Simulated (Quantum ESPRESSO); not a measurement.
# C, zinc blende or diamond type, strained in the (001) plane, stepped through biaxial strain in the plane, part 4 of 6

Aim: how the results for C, zinc blende or diamond type, strained in the (001) plane change with biaxial strain in the plane.

Quantum ESPRESSO 7.5; plane-wave DFT, PBE, GBRV ultrasoft pseudopotentials.

So far. Step 2 (Relaxing cell and ions of the reference):  The last row is no step: it is a fresh SCF in the final cell with a new plane-wave basis, -0 meV from the row before. Step 3 (Relaxing cell and ions, -4 %):  The last row is no step: it is a fresh SCF in the final cell with a new plane-wave basis, -0 meV from the row before.

## (6) Relaxing cell and ions, -3 %

The input, m1.relax.in:

```
&control
  prefix = 'm1.relax'
  outdir = './out'
  pseudo_dir = './pseudo'
  nstep = 40
  forc_conv_thr = 0.001
  calculation = 'vc-relax'
/
&system
  ibrav = 0
  nat = 4
  ntyp = 1
  ecutwfc = 50
  ecutrho = 250
  occupations = 'fixed'
/
&electrons
  conv_thr = 1e-10
  mixing_beta = 0.6
  electron_maxstep = 120
/
&ions
/
&cell
  cell_dofree = 'z'
  press_conv_thr = 0.3
/
ATOMIC_SPECIES
  C   12.0110  c_pbe_v1.2.uspp.F.UPF
CELL_PARAMETERS angstrom
  2.44969615247000 0.00000000000000 0.00000000000000
  0.00000000000000 2.44969615247000 0.00000000000000
  0.00000000000000 0.00000000000000 3.57152940200000
ATOMIC_POSITIONS crystal
  C   0.000000000000 0.000000000000 0.000000000000
  C   0.500000000000 0.000000000000 0.250000011900
  C   0.500000000000 0.500000000000 0.500000000000
  C   0.000000000000 0.500000000000 0.749999988100
K_POINTS automatic
  10 10 8 0 0 0
```

The run is started by

```sh
$ OMP_NUM_THREADS=1 mpirun -n 4 pw.x -nk 4 -in m1.relax.in > m1.relax.out
```

The log of the run:

```text
[banner, memory and clock lines left out]
Program PWSCF v.7.5 starts
[...]
Message from routine setup:
[...]
number of electrons       =        16.00
     number of Kohn-Sham states=            8
     kinetic-energy cutoff     =      50.0000  Ry
     charge density cutoff     =     250.0000  Ry
[...]
number of k points=   105
[...]
Dense  grid:     9613 G-vectors     FFT dimensions: (  24,  24,  36)
[...]
Starting wfcs are   16 randomized atomic wfcs
[...]
estimated scf accuracy    <       0.25902363 Ry
[...]
estimated scf accuracy    <       0.01898440 Ry
[...]
estimated scf accuracy    <       0.00015870 Ry
[...]
estimated scf accuracy    <       0.00000450 Ry
[...]
estimated scf accuracy    <       0.00000012 Ry
[...]
estimated scf accuracy    <       0.00000002 Ry
[...]
highest occupied level (ev):    14.5608
!    total energy              =     -45.91180232 Ry
     estimated scf accuracy    <          7.8E-11 Ry
[...]
one-electron contribution =      17.41054893 Ry
     hartree contribution      =       3.74613895 Ry
     xc contribution           =     -14.93256661 Ry
     ewald contribution        =     -52.13592359 Ry
     convergence has been achieved in   7 iterations
[...]
Total force =     0.000001     Total SCF correction =     0.000002
[...]
estimated scf accuracy    <       0.00006772 Ry
[...]
estimated scf accuracy    <       0.00000478 Ry
[...]
estimated scf accuracy    <       0.00000008 Ry
[...]
estimated scf accuracy    <          6.0E-10 Ry
[...]
highest occupied level (ev):    14.3669
!    total energy              =     -45.91177576 Ry
     estimated scf accuracy    <          6.8E-11 Ry
[...]
one-electron contribution =      17.08843475 Ry
     hartree contribution      =       3.76928401 Ry
     xc contribution           =     -14.88100765 Ry
     ewald contribution        =     -51.88848687 Ry
     convergence has been achieved in   5 iterations
[...]
Total force =     0.000001     Total SCF correction =     0.000007
[...]
estimated scf accuracy    <       0.00001770 Ry
[...]
estimated scf accuracy    <       0.00000123 Ry
[...]
estimated scf accuracy    <       0.00000002 Ry
[...]
estimated scf accuracy    <          2.6E-10 Ry
[...]
highest occupied level (ev):    14.4648
!    total energy              =     -45.91211450 Ry
     estimated scf accuracy    <          1.7E-11 Ry
[...]
one-electron contribution =      17.25100694 Ry
     hartree contribution      =       3.75779915 Ry
     xc contribution           =     -14.90724111 Ry
     ewald contribution        =     -52.01367948 Ry
     convergence has been achieved in   5 iterations
[...]
Total force =     0.000000     Total SCF correction =     0.000003
[...]
estimated scf accuracy    <          5.2E-10 Ry
[...]
estimated scf accuracy    <          3.7E-11 Ry
[...]
highest occupied level (ev):    14.4654
!    total energy              =     -45.91211450 Ry
     estimated scf accuracy    <          7.1E-13 Ry
[...]
one-electron contribution =      17.25191054 Ry
     hartree contribution      =       3.75773306 Ry
     xc contribution           =     -14.90738515 Ry
     ewald contribution        =     -52.01437296 Ry
     convergence has been achieved in   3 iterations
[...]
Total force =     0.000000     Total SCF correction =     0.000000
[...]
number of electrons       =        16.00
     number of Kohn-Sham states=            8
     kinetic-energy cutoff     =      50.0000  Ry
     charge density cutoff     =     250.0000  Ry
[...]
number of k points=   105
[...]
Dense  grid:     9687 G-vectors     FFT dimensions: (  24,  24,  36)
[...]
Starting wfcs are   16 randomized atomic wfcs
[...]
estimated scf accuracy    <       0.26220266 Ry
[...]
estimated scf accuracy    <       0.01790619 Ry
[...]
estimated scf accuracy    <       0.00016132 Ry
[...]
estimated scf accuracy    <       0.00000499 Ry
[...]
estimated scf accuracy    <       0.00000011 Ry
[...]
estimated scf accuracy    <       0.00000001 Ry
[...]
estimated scf accuracy    <          4.1E-10 Ry
[...]
estimated scf accuracy    <          9.0E-11 Ry
[...]
highest occupied level (ev):    14.4654
!    total energy              =     -45.91212083 Ry
     estimated scf accuracy    <          3.2E-13 Ry
[...]
one-electron contribution =      17.25190279 Ry
     hartree contribution      =       3.75773683 Ry
     xc contribution           =     -14.90738749 Ry
     ewald contribution        =     -52.01437296 Ry
     convergence has been achieved in   9 iterations
[...]
Total force =     0.000000     Total SCF correction =     0.000000
[...]
```

It took 15 s on 4 MPI ranks of Intel Xeon Platinum 8259CL at 2.50GHz (Skylake/Cascade Lake), shared host; peak memory 0.23 GiB; 58 s of CPU time.

The steps of the relaxation:

```
step  energy less that of the first step (eV)  largest force (eV/Å)  volume (Å³)
   1                                   0.0000                0.0000        21.43
   2                                   0.0004                0.0000        21.75
   3                                  -0.0042                0.0000        21.59
   4                                  -0.0042                0.0000        21.59
   5                                  -0.0043                0.0000        21.59
```

```
conventional cell, symmetrised  before  after  change
                         a (Å)   2.450  2.450  -0.0 %
                         b (Å)   2.450  2.450  -0.0 %
                         c (Å)   3.572  3.597  +0.7 %
              volume (Å³/atom)    5.36   5.40  +0.7 %
```

Final coordinates:

```xyz
4
Lattice="2.4497 0.0000 0.0000 0.0000 2.4497 0.0000 0.0000 0.0000 3.5974" Properties=species:S:1:pos:R:3 pbc="T T T"
C     0.0000    0.0000    0.0000
C     1.2248    0.0000    0.8994
C     1.2248    1.2248    1.7987
C     0.0000    1.2248    2.6981
```

 The last row is no step: it is a fresh SCF in the final cell with a new plane-wave basis, -0 meV from the row before.

Read from the output:

| Item | Value |
| --- | --- |
| free energy | -624.6662 eV |
| valence top, on the run's zero | 14.47 eV |

## (7) Self-consistent run, -3 %

The input, m1.scf.in:

```
&control
  prefix = 'm1.scf'
  outdir = './out'
  pseudo_dir = './pseudo'
  calculation = 'scf'
  tprnfor = .true.
/
&system
  ibrav = 0
  nat = 4
  ntyp = 1
  ecutwfc = 40
  ecutrho = 200
  occupations = 'fixed'
  nbnd = 12
/
&electrons
  conv_thr = 1e-09
  mixing_beta = 0.6
  electron_maxstep = 120
/
ATOMIC_SPECIES
  C   12.0110  c_pbe_v1.2.uspp.F.UPF
CELL_PARAMETERS angstrom
  2.44969615200000 0.00000000000000 0.00000000000000
  0.00000000000000 2.44969615200000 0.00000000000000
  0.00000000000000 0.00000000000000 3.59743645800000
ATOMIC_POSITIONS crystal
  C   0.000000000000 0.000000000000 0.000000000000
  C   0.500000000000 0.000000000000 0.250000005800
  C   0.500000000000 0.500000000000 0.500000000000
  C   0.000000000000 0.500000000000 0.749999994200
K_POINTS automatic
  10 10 8 0 0 0
```

The run is started by

```sh
$ OMP_NUM_THREADS=1 mpirun -n 4 pw.x -nk 4 -in m1.scf.in > m1.scf.out
```

The log of the run:

```text
[banner, memory and clock lines left out]
Program PWSCF v.7.5 starts
[...]
Message from routine setup:
[...]
number of electrons       =        16.00
     number of Kohn-Sham states=           12
     kinetic-energy cutoff     =      40.0000  Ry
     charge density cutoff     =     200.0000  Ry
[...]
number of k points=   105
[...]
Dense  grid:     7003 G-vectors     FFT dimensions: (  24,  24,  32)
[...]
Starting wfcs are   16 randomized atomic wfcs
[...]
estimated scf accuracy    <       0.25523636 Ry
[...]
estimated scf accuracy    <       0.01814362 Ry
[...]
estimated scf accuracy    <       0.00016978 Ry
[...]
estimated scf accuracy    <       0.00000424 Ry
[...]
estimated scf accuracy    <       0.00000007 Ry
[...]
estimated scf accuracy    <       0.00000001 Ry
[...]
highest occupied, lowest unoccupied level (ev):    14.4679   18.2578
!    total energy              =     -45.91089834 Ry
     estimated scf accuracy    <          2.5E-10 Ry
[...]
one-electron contribution =      17.25342449 Ry
     hartree contribution      =       3.75710277 Ry
     xc contribution           =     -14.90705261 Ry
     ewald contribution        =     -52.01437300 Ry
     convergence has been achieved in   7 iterations
[...]
Total force =     0.000003     Total SCF correction =     0.000006
[...]
```

Wall time 3.5 s (4 MPI ranks); peak memory 0.22 GiB; 13 s of CPU time.

Numbers from this step:

* free energy: -624.6496 eV
* conduction bottom, on the run's zero: 18.26 eV
* gap by band count: 3.790 eV

## (8) Complex bands with pwcond.x, -3 %

The input, m1.cbs.in:

```
&inputcond
  outdir = './out'
  prefixl = 'm1.scf'
  band_file = 'm1.cbs'
  ikind = 0
  ewind = 4.0
  epsproj = 1e-05
  nz1 = 7
  energy0 = 6.45
  denergy = -0.15
/
3
  0.00000000 0.00000000 1.00000000
  0.50000000 0.00000000 1.00000000
  0.50000000 0.50000000 1.00000000
51
```

The run is started by

```sh
$ OMP_NUM_THREADS=1 mpirun -n 4 pwcond.x -in m1.cbs.in > m1.cbs.out
```

The log of the run:

```text
[banner, memory and clock lines left out]
Program PWCOND v.7.5 starts
[citation notice left out]

[...]
./out/m1.scf.save/

     IMPORTANT: XC functional enforced from input :
     Exchange-correlation= PBE
                           (   1   4   3   4   0   0   0)
     Any further DFT definition will be discarded
     Please, verify this is what you really want

     Reading collected, re-writing distributed wavefunctions

===== INPUT FILE containing the left lead =====

     GEOMETRY:

     lattice parameter (alat)  =       4.6293  a.u.
[...]
-0.1424286  -0.0000000   6.3000000
  -0.1424780  -0.0000000   6.3000000
  -0.1582702   0.0000000   6.3000000
[... further energies and points left out ...]
---  E-Ef =   -0.9000000  k =    0.5000000   0.5000000
---  ie =         50  ik =          3
 Nchannels of the left tip =            0
 Right moving states:
   k1(2pi/a)   k2(2pi/a)   E-Ef (eV)
 Left moving states:
   k1(2pi/a)   k2(2pi/a)   E-Ef (eV)

---  E-Ef =   -1.0500000  k =    0.5000000   0.5000000
---  ie =         51  ik =          3
 Nchannels of the left tip =            0
 Right moving states:
   k1(2pi/a)   k2(2pi/a)   E-Ef (eV)
 Left moving states:
   k1(2pi/a)   k2(2pi/a)   E-Ef (eV)

[...]
```

Elapsed: 24 s, on 4 MPI ranks; peak memory 0.2 GiB.

K across = (0, 0) in the cell's reciprocal vectors; values within 0.0025 1/Å of each other count once, columns are sorted by size at each energy, a dash where no further value was kept. The Im kz of the slowest decaying states by energy, zero at the highest filled level of the SCF mesh:

```
energy (eV)  decay 1 (Å⁻¹)  decay 2 (Å⁻¹)  decay 3 (Å⁻¹)
      -1.05           1.52           2.41           2.77
      -0.75           1.48           2.40           2.76
      -0.30          0.205           1.42           2.37
       0.00          0.014          0.281           1.37
       0.45          0.169          0.364           1.31
       0.75           0.21          0.408           1.26
       1.05          0.239          0.446           1.22
       1.50          0.267          0.495           1.14
       1.80          0.279          0.523           1.09
       2.10          0.287          0.548           1.04
       2.55          0.291          0.582          0.947
       2.85           0.29          0.602          0.882
       3.30           0.28          0.628          0.772
       3.60           0.27          0.644          0.687
       3.90          0.255          0.588          0.658
       4.35          0.223          0.385          0.676
       4.65          0.091          0.193          0.686
       4.95          0.152          0.695           2.08
       5.40          0.706           2.06           2.44
       5.70          0.713           2.04           2.43
       6.15           0.37           0.72           2.01
       6.45            0.5          0.723           2.00
```

## (9) Relaxing cell and ions, 3 %

The input, m7.relax.in:

```
&control
  prefix = 'm7.relax'
  outdir = './out'
  pseudo_dir = './pseudo'
  nstep = 40
  forc_conv_thr = 0.001
  calculation = 'vc-relax'
/
&system
  ibrav = 0
  nat = 4
  ntyp = 1
  ecutwfc = 50
  ecutrho = 250
  occupations = 'fixed'
/
&electrons
  conv_thr = 1e-10
  mixing_beta = 0.6
  electron_maxstep = 120
/
&ions
/
&cell
  cell_dofree = 'z'
  press_conv_thr = 0.3
/
ATOMIC_SPECIES
  C   12.0110  c_pbe_v1.2.uspp.F.UPF
CELL_PARAMETERS angstrom
  2.60122374953000 0.00000000000000 0.00000000000000
  0.00000000000000 2.60122374953000 0.00000000000000
  0.00000000000000 0.00000000000000 3.57152940200000
ATOMIC_POSITIONS crystal
  C   0.000000000000 0.000000000000 0.000000000000
  C   0.500000000000 0.000000000000 0.250000011900
  C   0.500000000000 0.500000000000 0.500000000000
  C   0.000000000000 0.500000000000 0.749999988100
K_POINTS automatic
  10 10 8 0 0 0
```

The run is started by

```sh
$ OMP_NUM_THREADS=1 mpirun -n 4 pw.x -nk 4 -in m7.relax.in > m7.relax.out
```

The log of the run:

```text
[banner, memory and clock lines left out]
Program PWSCF v.7.5 starts
[...]
Message from routine setup:
[...]
number of electrons       =        16.00
     number of Kohn-Sham states=            8
     kinetic-energy cutoff     =      50.0000  Ry
     charge density cutoff     =     250.0000  Ry
[...]
number of k points=   105
[...]
Dense  grid:    10849 G-vectors     FFT dimensions: (  25,  25,  36)
[...]
Starting wfcs are   16 randomized atomic wfcs
[...]
estimated scf accuracy    <       0.19625732 Ry
[...]
estimated scf accuracy    <       0.01515462 Ry
[...]
estimated scf accuracy    <       0.00018403 Ry
[...]
estimated scf accuracy    <       0.00000317 Ry
[...]
estimated scf accuracy    <       0.00000015 Ry
[...]
estimated scf accuracy    <          7.6E-09 Ry
[...]
highest occupied level (ev):    12.5105
!    total energy              =     -45.91326133 Ry
     estimated scf accuracy    <          8.7E-11 Ry
[...]
one-electron contribution =      14.72236596 Ry
     hartree contribution      =       3.99307192 Ry
     xc contribution           =     -14.53805948 Ry
     ewald contribution        =     -50.09063972 Ry
     convergence has been achieved in   7 iterations
[...]
Total force =     0.000000     Total SCF correction =     0.000000
[...]
estimated scf accuracy    <       0.00002904 Ry
[...]
estimated scf accuracy    <       0.00000207 Ry
[...]
estimated scf accuracy    <       0.00000004 Ry
[...]
estimated scf accuracy    <          5.9E-10 Ry
[...]
highest occupied level (ev):    12.7952
!    total energy              =     -45.91342439 Ry
     estimated scf accuracy    <          3.5E-11 Ry
[...]
one-electron contribution =      14.96822520 Ry
     hartree contribution      =       3.96593649 Ry
     xc contribution           =     -14.57131439 Ry
     ewald contribution        =     -50.27627169 Ry
     convergence has been achieved in   5 iterations
[...]
Total force =     0.000000     Total SCF correction =     0.000000
[...]
estimated scf accuracy    <       0.00000386 Ry
[...]
estimated scf accuracy    <       0.00000028 Ry
[...]
estimated scf accuracy    <          5.8E-09 Ry
[...]
estimated scf accuracy    <          1.1E-10 Ry
[...]
estimated scf accuracy    <          4.0E-12 Ry
[...]
highest occupied level (ev):    12.6914
!    total energy              =     -45.91350080 Ry
     estimated scf accuracy    <          4.2E-14 Ry
[...]
one-electron contribution =      14.87810820 Ry
     hartree contribution      =       3.97596261 Ry
     xc contribution           =     -14.55921324 Ry
     ewald contribution        =     -50.20835837 Ry
     convergence has been achieved in   6 iterations
[...]
Total force =     0.000000     Total SCF correction =     0.000000
[...]
estimated scf accuracy    <          3.9E-10 Ry
[...]
estimated scf accuracy    <          2.8E-11 Ry
[...]
highest occupied level (ev):    12.6924
!    total energy              =     -45.91350080 Ry
     estimated scf accuracy    <          5.6E-13 Ry
[...]
one-electron contribution =      14.87900896 Ry
     hartree contribution      =       3.97586266 Ry
     xc contribution           =     -14.55933459 Ry
     ewald contribution        =     -50.20903784 Ry
     convergence has been achieved in   3 iterations
[...]
Total force =     0.000000     Total SCF correction =     0.000000
[...]
number of electrons       =        16.00
     number of Kohn-Sham states=            8
     kinetic-energy cutoff     =      50.0000  Ry
     charge density cutoff     =     250.0000  Ry
[...]
number of k points=   105
[...]
Dense  grid:    10817 G-vectors     FFT dimensions: (  25,  25,  36)
[...]
Starting wfcs are   16 randomized atomic wfcs
[...]
estimated scf accuracy    <       0.20525145 Ry
[...]
estimated scf accuracy    <       0.01471701 Ry
[...]
estimated scf accuracy    <       0.00017701 Ry
[...]
estimated scf accuracy    <       0.00000362 Ry
[...]
estimated scf accuracy    <       0.00000012 Ry
[...]
estimated scf accuracy    <          3.1E-09 Ry
[...]
estimated scf accuracy    <          4.1E-11 Ry
[...]
estimated scf accuracy    <          1.7E-11 Ry
[...]
highest occupied level (ev):    12.6924
!    total energy              =     -45.91349520 Ry
     estimated scf accuracy    <          4.3E-13 Ry
[...]
one-electron contribution =      14.87901511 Ry
     hartree contribution      =       3.97586019 Ry
     xc contribution           =     -14.55933266 Ry
     ewald contribution        =     -50.20903784 Ry
     convergence has been achieved in   9 iterations
[...]
Total force =     0.000000     Total SCF correction =     0.000000
[...]
```

Run time: 18 s. Hardware: 4 MPI ranks; peak memory 0.23 GiB.

The steps of the relaxation:

```
step  energy less that of the first step (eV)  largest force (eV/Å)  volume (Å³)
   1                                   0.0000                0.0000        24.17
   2                                  -0.0022                0.0000        23.91
   3                                  -0.0033                0.0000        24.00
   4                                  -0.0033                0.0000        24.00
   5                                  -0.0032                0.0000        24.00
```

```
conventional cell, symmetrised  before  after  change
                         a (Å)   2.601  2.601  +0.0 %
                         b (Å)   2.601  2.601  +0.0 %
                         c (Å)   3.572  3.547  -0.7 %
              volume (Å³/atom)    6.04   6.00  -0.7 %
```

 The last row is no step: it is a fresh SCF in the final cell with a new plane-wave basis, +0 meV from the row before.

This step gave:

```
free energy                    : -624.6849 eV
valence top, on the run's zero : 12.69 eV
```

(Part 4 of 6 ends here.)

[Logs are printed without paths, hosts, clocks, repeated set-up lines and the standing remarks that a program may print on its own settings, such as how far it seeks lower states.]

[Hosts, paths, dates, database ids (printed as entryN), source tags and the programs' standing remarks are cut or masked in the printed files.]

[Maps of the electrostatic potential energy from Ansatz leave out the sawtooth potential of an applied field or a dipole correction, so their vacuum need not be flat; planar profiles and work functions include it.]
